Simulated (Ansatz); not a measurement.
# Puckered SnSe bilayer (AA) in a perpendicular field

What dipole does a perpendicular field induce in the puckered SnSe bilayer (AA), and does the gap follow? A positive field points along +c.

Main program and level: Ansatz 0.2.0; plane-wave DFT, r2SCAN-D4, Ansatz PAW, in the first sound run; inputs show where later runs differ.

## Step 1: Starting point

The cell holds 8 atoms: 4 Sn and 4 Se. Cell: a = 4.400 Å, b = 4.290 Å, c = 48.187 Å, α = 90.0°, β = 90.0°, γ = 90.0°. Regions: layer 1: puckered SnSe, 4 atoms (2 Sn and 2 Se); layer 2: puckered SnSe, 4 atoms (2 Sn and 2 Se). Vacuum lies along c.

## Step 2: Relaxation

The starting cell is a guess, so the in-plane lattice and the atoms are relaxed first, with the slab cut off from its images along the normal.

File input.yaml:

```yaml
crystal:
  lattice:
    - [4.4, 0.0, 0.0]
    - [0.0, 4.29, 0.0]
    - [0.0, 0.0, 48.1871999996]
  atoms:
    - { symbol: Sn, position: [0.06, 0.0, 0.4108974998] }
    - { symbol: Se, position: [0.44, 0.5, 0.4129727397] }
    - { symbol: Se, position: [0.94, 0.0, 0.4667961616] }
    - { symbol: Sn, position: [0.56, 0.5, 0.4688714015] }
    - { symbol: Sn, position: [0.06, 0.0, 0.5311285985] }
    - { symbol: Se, position: [0.44, 0.5, 0.5332038384] }
    - { symbol: Se, position: [0.94, 0.0, 0.5870272603] }
    - { symbol: Sn, position: [0.56, 0.5, 0.5891025002] }
  periodic: [true, true, false]
kpoints:
  mp_grid: { grid: [8, 8, 1] }
hamiltonian:
  xc: r2scan
  dispersion: d4
scf:
  occupations: { method: fermi_dirac, width: 0.05 }
  convergence: { dr2_threshold: 1.0e-09 }
relax:
  f_tol: 0.004
  max_steps: 90
  cell: {}
output:
  write_potential: true
  write_density: true
  volumetric_format: npy
```

The run is started by

```bash
ansatz run input.yaml --threads 8 --pin off --max-ram 12288MiB --backend cpu --events-out ev --progress --plain --runs-dir out
```

Numbers of over 12 decimals in the logs are rounded to 6 here.

Log:

```text
Warning: relax.cell: scf.convergence.dr2_threshold = 1e-9 eV is looser than the 2.31559201446e-10 eV advised for a relaxation that steers and ends on the stress (1e-10 eV for each atom of the cell: 8, times the square of relax.cell.stress_2d_tol = 0.05 N/m over 18.6 Å (the atoms' height at the walk's start and 5 Å past either face), 2.690e-2 GPa, over a crystal's default 0.05). What an SCF threshold leaves in a stress goes as its square root, and in the free energy as the threshold itself, and one threshold admits the most on a small cell: [figures from the program's tests cut] Set scf.convergence.dr2_threshold to 2.31559201446e-10 eV or tighter. [rest of the remark cut]
Engine: ansatz 0.2.0, aarch64-unknown-linux-gnu
Pseudopotentials: kind: paw
Pseudopotential: Sn, paw, valence charge 14, recommended cutoff 500 eV (meta_gga), Sn.paw.azcp
Pseudopotential: Se, paw, valence charge 16, recommended cutoff 500 eV (meta_gga), Se.paw.azcp
Functional definition: r2SCAN
  parameter k0 = 0.174
  parameter k1 = 0.065
  parameter a1 = 4.9479
  exchange = r2scan_x(k0 = k0, k1 = k1, a1 = a1)
  correlation = r2scan_c
Crystal: 8 atoms, lattice volume = 909.582 Å³
Basis set: ecut = 500 eV, 23017 PW (Γ), exchange–correlation on 144×128×1440 points (64 copies of the dense FFT grid, shifted against one another)
Bands: 72, of which v1, the nominal top of the filled ones, is band 60 counted from 1 (59 counted from 0)
Symmetry: 4 space group operations
Space group: Pmn21 (ITA 31), of the structure as read, at distance tolerance 9.7e-5 Å
k-points: 25 of 64 (time reversal used)
Non-local potential: Sn, projectors of the file, l = 0: 2, l = 1: 2, l = 2: 2, l = 3: 2
Non-local potential: Se, projectors of the file, l = 0: 2, l = 1: 2, l = 2: 3, l = 3: 1
PAW form: soft (Blöchl's): semilocal exchange-correlation on the pseudo side does not see the compensation charge
PAW frozen core: Sn, regenerated for the run's functional (the file was generated under x = pbe(κ = 0.804, μ = 0.219515), c = pbe(β = 0.066725))
PAW frozen core: Se, regenerated for the run's functional (the file was generated under x = pbe(κ = 0.804, μ = 0.219515), c = pbe(β = 0.066725))
PAW one-centre angular grid: Sn, 590 points (default); XC on 249 of its mesh's 2787 points in the sphere
PAW one-centre angular grid: Se, 590 points (default); XC on 160 Gauss nodes
Initial density: superposition of atomic densities (neutral atoms: chi_scale 0, normalization atom), corrected by the library's trained network
Initial wavefunctions: pseudopotential atomic-orbital guess
Functional: x = r2scan, c = r2scan; τ floored in thin density (d = 2e-4 eV/Å³)
SCF iter   1: F=—  HF=-46070.650817 eV  |F-HF|=—  |Δ(HF+E_count)|=         —  Δρ=2.57e-3  dr2=1.05e-1  dr2_τ=1.61e-2  ethr=1.77e-3  ⟨swp⟩=13.0  Hψ=9615  notcnv=0  defer=21
preconditioner: auto → Resta (q_TF=auto, 1.947 Å⁻¹)  ε∞=1.7  [insulator: Δε(μ)=1.149 eV  Ē_g=9.213 eV  σ=0.050 eV  W_gap=1.00  n_scr=108 (ndim 8)  ℏωp=7.8 eV  f_vac=0.737  D(μ)=0.00/eV (n_scr^D=0)  ε∞_Penn≈1.7  vacuum switching on, ρ_ref=6.2e-3 e/Å³]
SCF iter   2: F=—  HF=-46070.689751 eV  |F-HF|=—  |Δ(HF+E_count)|=   3.89e-2  Δρ=1.18e-3  dr2=5.78e-2  dr2_τ=7.53e-4  ethr=8.72e-5  ⟨swp⟩=5.0  Hψ=5040  notcnv=0  defer=103
SCF iter   3: F=—  HF=-46070.688590 eV  |F-HF|=—  |Δ(HF+E_count)|=   1.16e-3  Δρ=8.00e-4  dr2=2.96e-2  dr2_τ=2.03e-4  ethr=4.81e-5  ⟨swp⟩=2.8  Hψ=2284  notcnv=0  defer=103
SCF iter   4: F=—  HF=-46070.686663 eV  |F-HF|=—  |Δ(HF+E_count)|=   1.93e-3  Δρ=3.87e-4  dr2=2.12e-3  dr2_τ=2.00e-5  ethr=2.47e-5  ⟨swp⟩=2.4  Hψ=2069  notcnv=0  defer=103
SCF iter   5: F=—  HF=-46070.687124 eV  |F-HF|=—  |Δ(HF+E_count)|=   4.62e-4  Δρ=8.69e-5  dr2=8.56e-5  dr2_τ=2.41e-6  ethr=1.77e-6  ⟨swp⟩=3.3  Hψ=2748  notcnv=0  defer=103
SCF iter   6: F=—  HF=-46070.687180 eV  |F-HF|=—  |Δ(HF+E_count)|=   5.56e-5  Δρ=2.32e-5  dr2=3.95e-6  dr2_τ=1.36e-7  ethr=7.14e-8  ⟨swp⟩=3.0  Hψ=2828  notcnv=0  defer=103
SCF iter   7: F=—  HF=-46070.687228 eV  |F-HF|=—  |Δ(HF+E_count)|=   4.83e-5  Δρ=4.92e-6  dr2=3.41e-7  dr2_τ=1.61e-8  ethr=3.29e-9  ⟨swp⟩=3.2  Hψ=3533  notcnv=0  defer=103
SCF iter   8: F=—  HF=-46070.687229 eV  |F-HF|=—  |Δ(HF+E_count)|=   3.31e-7  Δρ=1.98e-6  dr2=4.41e-8  dr2_τ=1.58e-9  ethr=2.84e-10  ⟨swp⟩=3.0  Hψ=3614  notcnv=0  defer=103
SCF iter   9: F=—  HF=-46070.687229 eV  |F-HF|=—  |Δ(HF+E_count)|=   8.98e-8  Δρ=5.74e-7  dr2=3.90e-9  dr2_τ=1.99e-10  ethr=3.67e-11  ⟨swp⟩=3.2  Hψ=3491  notcnv=0  defer=103
SCF iter  10: F=-46070.687229 eV  HF=-46070.687229 eV  |F-HF|=1.13e-9  |Δ(HF+E_count)|=   1.08e-8  Δρ=1.74e-7  dr2=4.28e-10  dr2_τ=1.44e-11  ethr=1.00e-12  ⟨swp⟩=11.7  Hψ=11916  notcnv=0
SCF 1 converged in 10 iterations: F = -46070.687229 eV  dr2 = 4.28e-10
  greatest PAW one-centre occupation: 1.000 electrons in one spin orbital (limit 2), on the Se atom at site 2 (counted from 0), in its partial waves of l = 2
relax step   1: F+E_penalty+E_count = -46070.68722869 eV  Δ(F+E_penalty+E_count) = +0.000e0 eV  max|allowed force component| = 7.055e-1 eV/Å  Δτ_max = 0.0000 Å  P = +3.107 N/m  Ω = 909.582 Å³  fix = [c, alpha, beta]  reactions: c +0.000 N/m  (10 SCF iters, accepted)
Crystal: 8 atoms, lattice volume = 914.566 Å³
Basis set: ecut = 500 eV, 23209 PW (Γ), exchange–correlation on 144×128×1440 points (64 copies of the dense FFT grid, shifted against one another)
Initial density: handed on by an earlier stage of this run
Initial wavefunctions: those handed on with the density
iter 1 solved again at ethr=1.81e-4 eV; its pass at ethr=3.10e-3 eV (dr2=2.18e-1 eV) is discarded
SCF iter   1: F=—  HF=-46070.276772 eV  |F-HF|=—  |Δ(HF+E_count)|=         —  Δρ=4.27e-3  dr2=2.20e-1  dr2_τ=1.38e0  ethr=1.81e-4  ⟨swp⟩=3.6  Hψ=10362  notcnv=0
preconditioner: auto → Resta (q_TF=auto, 1.945 Å⁻¹)  ε∞=1.8  [insulator: Δε(μ)=1.234 eV  Ē_g=8.921 eV  σ=0.050 eV  W_gap=1.00  n_scr=108 (ndim 8)  ℏωp=7.8 eV  f_vac=0.731  D(μ)=0.00/eV (n_scr^D=0)  ε∞_Penn≈1.8  vacuum switching on, ρ_ref=5.8e-3 e/Å³]
SCF iter   2: F=—  HF=-46071.033607 eV  |F-HF|=—  |Δ(HF+E_count)|=   7.57e-1  Δρ=2.58e-3  dr2=7.84e-2  dr2_τ=2.27e-3  ethr=1.81e-4  ⟨swp⟩=5.4  Hψ=4130  notcnv=0
SCF iter   3: F=—  HF=-46071.034500 eV  |F-HF|=—  |Δ(HF+E_count)|=   8.92e-4  Δρ=1.50e-3  dr2=4.06e-2  dr2_τ=4.53e-4  ethr=6.53e-5  ⟨swp⟩=3.5  Hψ=3349  notcnv=0  defer=66
SCF iter   4: F=—  HF=-46071.043942 eV  |F-HF|=—  |Δ(HF+E_count)|=   9.44e-3  Δρ=7.82e-4  dr2=5.86e-2  dr2_τ=3.73e-4  ethr=3.38e-5  ⟨swp⟩=3.2  Hψ=2677  notcnv=0  defer=77
[...]
relax step   7: F+E_penalty+E_count = -46071.09366377 eV  Δ(F+E_penalty+E_count) = -3.703e-4 eV  max|allowed force component| = 5.878e-3 eV/Å  Δτ_max = 0.0089 Å  P = +0.010 N/m  Ω = 904.257 Å³  energy of the carried Pulay correction = +5.094e-5 eV  fix = [c, alpha, beta]  reactions: c +0.000 N/m  (9 SCF iters, accepted)
[...]
relax step   8: F+E_penalty+E_count = -46071.09367186 eV  Δ(F+E_penalty+E_count) = -8.092e-6 eV  max|allowed force component| = 1.679e-3 eV/Å  Δτ_max = 0.0033 Å  P = -0.016 N/m  Ω = 904.894 Å³  energy of the carried Pulay correction = +4.483e-5 eV  fix = [c, alpha, beta]  reactions: c +0.000 N/m  (8 SCF iters, accepted)
Initial wavefunctions: pseudopotential atomic-orbital guess (no wavefunctions were taken with the density)
iter 1 solved again at ethr=6.84e-7 eV; its pass at ethr=3.10e-3 eV (dr2=8.21e-4 eV) is discarded
SCF iter   1: F=—  HF=-46071.093040 eV  |F-HF|=—  |Δ(HF+E_count)|=         —  Δρ=3.81e-5  dr2=2.80e-7  dr2_τ=1.43e-7  ethr=6.84e-7  ⟨swp⟩=5.5  Hψ=15656  notcnv=0
eigensolver tolerance schedule: the retry pair's looser diagonalisation over-reported the residual by 2927.49 of it (diagonalisation noise at 1.82 of the residual, at the tolerance the schedule requests for it); recorded, not acted on — ethr = c·dr2/N_el stays at c = 1.0e-1
SCF iter   2: F=—  HF=-46071.093413 eV  |F-HF|=—  |Δ(HF+E_count)|=   3.73e-4  Δρ=1.91e-5  dr2=1.19e-7  dr2_τ=1.83e-6  ethr=2.34e-10  ⟨swp⟩=5.2  Hψ=6005  notcnv=0
SCF iter   3: F=—  HF=-46071.093619 eV  |F-HF|=—  |Δ(HF+E_count)|=   2.06e-4  Δρ=6.64e-6  dr2=1.19e-7  dr2_τ=1.31e-7  ethr=9.96e-11  ⟨swp⟩=4.0  Hψ=3620  notcnv=0
SCF iter   4: F=—  HF=-46071.093686 eV  |F-HF|=—  |Δ(HF+E_count)|=   6.64e-5  Δρ=1.74e-6  dr2=5.45e-8  dr2_τ=6.64e-9  ethr=9.92e-11  ⟨swp⟩=3.8  Hψ=3301  notcnv=0
SCF iter   5: F=—  HF=-46071.093693 eV  |F-HF|=—  |Δ(HF+E_count)|=   7.54e-6  Δρ=6.09e-7  dr2=7.90e-9  dr2_τ=7.66e-10  ethr=4.54e-11  ⟨swp⟩=3.4  Hψ=2751  notcnv=0
SCF iter   6: F=—  HF=-46071.093694 eV  |F-HF|=—  |Δ(HF+E_count)|=   4.90e-7  Δρ=2.34e-7  dr2=1.77e-9  dr2_τ=9.95e-11  ethr=6.58e-12  ⟨swp⟩=3.2  Hψ=2928  notcnv=0
iter 7 met the thresholds in force, and the SCF goes on: an eigenvalue changes by 1.87 meV, over its tolerance of 1.04 meV (output.eigenvalues, Limitations)
SCF iter   7: F=-46071.093694 eV  HF=-46071.093694 eV  |F-HF|=2.76e-10  |Δ(HF+E_count)|=   4.42e-8  Δρ=6.58e-8  dr2=9.83e-11  dr2_τ=3.58e-12  ethr=1.00e-12  ⟨swp⟩=17.2  Hψ=12939  notcnv=0
iter 8 met the thresholds in force, and the SCF goes on: an eigenvalue changes by 2.14 meV, over its tolerance of 1.03 meV (output.eigenvalues, Limitations)
SCF iter   8: F=-46071.093694 eV  HF=-46071.093694 eV  |F-HF|=7.28e-12  |Δ(HF+E_count)|=  4.07e-10  Δρ=2.04e-8  dr2=1.62e-11  dr2_τ=2.33e-13  ethr=1.00e-12  ⟨swp⟩=7.2  Hψ=9650  notcnv=0
Mixer restart at iter 8: flushing history
SCF iter   9: F=-46071.093694 eV  HF=-46071.093694 eV  |F-HF|=1.89e-10  |Δ(HF+E_count)|=  5.24e-10  Δρ=3.56e-8  dr2=1.16e-10  dr2_τ=3.79e-13  ethr=1.00e-12  ⟨swp⟩=8.0  Hψ=9449  notcnv=0
SCF 9 converged in 9 iterations: F = -46071.093694 eV  dr2 = 1.16e-10
relax step   9: F+E_penalty+E_count = -46071.09369389 eV  Δ(F+E_penalty+E_count) = -2.203e-5 eV  max|allowed force component| = 1.682e-3 eV/Å  Δτ_max = 0.0000 Å  P = -0.016 N/m  Ω = 904.894 Å³  fix = [c, alpha, beta]  reactions: c +0.000 N/m  stress off target by 2.02e-2 N/m on what of the cell is left free  SCF on the basis re-selected at this cell (its energy is not comparable with the rows above)  (9 SCF iters)
basis re-selected at this cell: Δ(F+E_penalty+E_count) = -2.203e-5 eV, ΔP = +0.000 N/m vs the last step (what re-selecting the basis moved, of the pressure what is left beyond the Pulay correction that the steps carried, after the strain that the cell walked since its last selection, with what the two solves' SCF thresholds leave and, on support functions, any second-order correction that the steps lacked; it is no m [...]
WARN: The output density's exchange-correlation potential varies sharply where the density is thin. Do not read a vacuum level from v_tot or v_xc, or from such a field of the output density. On a cell that repeats whose density bears no net charge and no dipole along the vacuum's axis use v_es (v_loc + v_h of the components); under efield.dipole_correction with no amplitude use v_es + v_field, which holds any externa [...]
SCF converged after 9 iterations
an eigenvalue changed by more than its tolerance at an iteration that met the thresholds in force, so the SCF went on 2 times, its first undamped step at iteration 8: the last check found none over its tolerance
Free energy (F): -46071.093694 eV
Harris-Foulkes:  -46071.093694 eV  (|F-HF|=1.89e-10)
Internal energy: -46071.093693 eV  (E = F + TS)
E sigma→0 (E₀):  -46071.093694 eV
Entropy (-TS):   -0.000001 eV (-0.000 meV/atom)
Fermi energy:    -4.001625 eV
--- Per-component energies (eV) ---
  E_band       = -3572.017306
  E_kinetic    = 1214.610502
  E_local      = -574302.093540  (includes V_loc(G=0)·N_el)
  E_nonlocal   = -2514.736506
  E_hartree    = 286715.860333
  E_xc         = -1894.791249
  E_vxc        = -843.160322  (∫ρ·V_xc dr)
  E_paw        = -24323.383888  (= ΣΔE_a)
  E_vpaw       = -605.912120  (= ΣTr[D̂ρ^β])
  E_aug_tail   = -0.000829  (compensation charges beyond the density's cutoff)
  E_vtau       = 47.559952  (kinetic-family band-sum trace: ∫τ·v_τ [+ j·A + Jᵃ·Aᵃ] dr)
  E_ewald      = 269038.428542
  E_disp       = -0.869256  (pairwise vdW)
  E_core_change = -4.117802  (= ΣΔE_core)
  E_smearing   = -0.000001  (= −TS)
  E_closure    = -0.000000  (closes the sum)
  Σ components = -46071.093694   (vs F -46071.093694, Δ=0.00e0)
--- Forces (eV/Å), atoms counted from 1 ---
  atom   1  Sn     0.00019864     0.00000000    -0.00059151
  atom   2  Se    -0.00028820     0.00000000     0.00168173
  atom   3  Se     0.00124122    -0.00000000    -0.00007644
  atom   4  Sn    -0.00115052     0.00000000    -0.00113224
  atom   5  Sn    -0.00115052     0.00000000     0.00113224
  atom   6  Se     0.00124122    -0.00000000     0.00007644
  atom   7  Se    -0.00028820     0.00000000    -0.00168173
  atom   8  Sn     0.00019864     0.00000000     0.00059151
  max |Σ_I F_I| component: 2.28e-6 eV/Å
--- 2D stress c σ (N/m, compression-positive) ---
       -0.011666       0.000000       0.000000
        0.000000      -0.020159       0.000000
        0.000000       0.000000       0.000000
  P = ½ c Tr σ = -0.0159 N/m
--- Band table (eV; the first three rows and the last of 25) ---
  k-point 0: bands = [... 56 lower, -6.5455, -6.4769, -5.4250, -4.7399, -3.3153, -2.0456, -1.4167, -1.2545, ... 8 higher]
  k-point 1: bands = [... 56 lower, -6.1908, -6.1709, -5.4996, -4.7833, -3.2446, -1.9611, -1.3289, -1.1047, ... 8 higher]
  k-point 2: bands = [... 56 lower, -5.7893, -5.6364, -5.5513, -4.9803, -2.9702, -2.5000, -2.2404, -1.7699, ... 8 higher]
  k-point 24: bands = [... 56 lower, -6.7925, -6.7925, -5.9414, -5.9414, -1.5109, -1.5109, -1.0720, -1.0720, ... 8 higher]
  the weakly bound empty levels are not read free of the cell's end (no_gap_told)
--- Relaxed structure (8 steps of the walk, 8 accepted, 1 SCFs on fresh bases) ---
  F+E_penalty+E_count = -46071.09369389 eV   max|allowed force component| = 1.682e-3 eV/Å   (the final SCF, on the basis selected at the relaxed cell)
  cell:  # Å, volume = 904.8935 Å³
    - [4.497533, 0.0, 0.0]
    - [0.0, 4.175336, 0.0]
    - [0.0, 0.0, 48.1871999996]
  atoms:
    - { symbol: Sn, position: [0.044217, 0.0, 0.404749] }
    - { symbol: Se, position: [0.458761, 0.5, 0.408739] }
    - { symbol: Se, position: [0.958653, 0.0, 0.460622] }
    - { symbol: Sn, position: [0.538369, 0.5, 0.464675] }
    - { symbol: Sn, position: [0.038369, 0.0, 0.535325] }
    - { symbol: Se, position: [0.458653, 0.5, 0.539378] }
    - { symbol: Se, position: [0.958761, 0.0, 0.591261] }
    - { symbol: Sn, position: [0.544217, 0.5, 0.595251] }
```

It took 15 min on 8 threads of Arm Neoverse N1, shared host; peak memory 5.2 GiB; 1.9 h of CPU time.

The steps of the relaxation:

```csv
step,energy less that of the first step (eV),largest force component (eV/Å),volume (Å³)
1,0.0000,0.7055,909.58
2,-0.3508,0.2148,914.57
3,-0.3794,0.1363,906.40
4,-0.4026,0.0690,904.92
5,-0.4043,0.0575,905.51
6,-0.4061,0.0143,904.57
7,-0.4064,0.0059,904.26
8,-0.4064,0.0017,904.89
9*,-0.4065,0.0017,904.89
```

Relaxation steps marked * repeat the geometry before them on a plane-wave basis chosen anew for their cell, so energy and pressure can jump there.

Forces are held to the 4 operations that the run works with; a distortion that breaks them can't arise in this run.

```csv
cell as run,before,after,change
a (Å),4.400,4.498,+2.2 %
b (Å),4.290,4.175,-2.7 %
```

The atoms that moved most (Å, along periodic axes as changes of fractional coordinates times the final cell, across vacuum about the mean position):

```csv
atom,dx,dy,dz,length
Se3,0.084,0.000,-0.298,0.309
Se6,0.084,0.000,0.298,0.309
Sn8,-0.071,0.000,0.296,0.305
Sn1,-0.071,0.000,-0.296,0.305
Sn5,-0.097,0.000,0.202,0.224
Sn4,-0.097,0.000,-0.202,0.224
Se2,0.084,0.000,-0.204,0.221
Se7,0.084,0.000,0.204,0.221
```

The lattice constant a goes from 4.400 to 4.498 Å.

(Continued in part 2 of 4.)

[Logs are printed without paths, hosts, clocks, repeated set-up lines and the standing remarks that a program may print on its own settings, such as how far it seeks lower states.]

[Hosts, paths, dates, database ids (printed as entryN), source tags and the programs' standing remarks are cut or masked in the printed files.]

[Maps of the electrostatic potential energy from Ansatz leave out the sawtooth potential of an applied field or a dipole correction, so their vacuum need not be flat; planar profiles and work functions include it.]
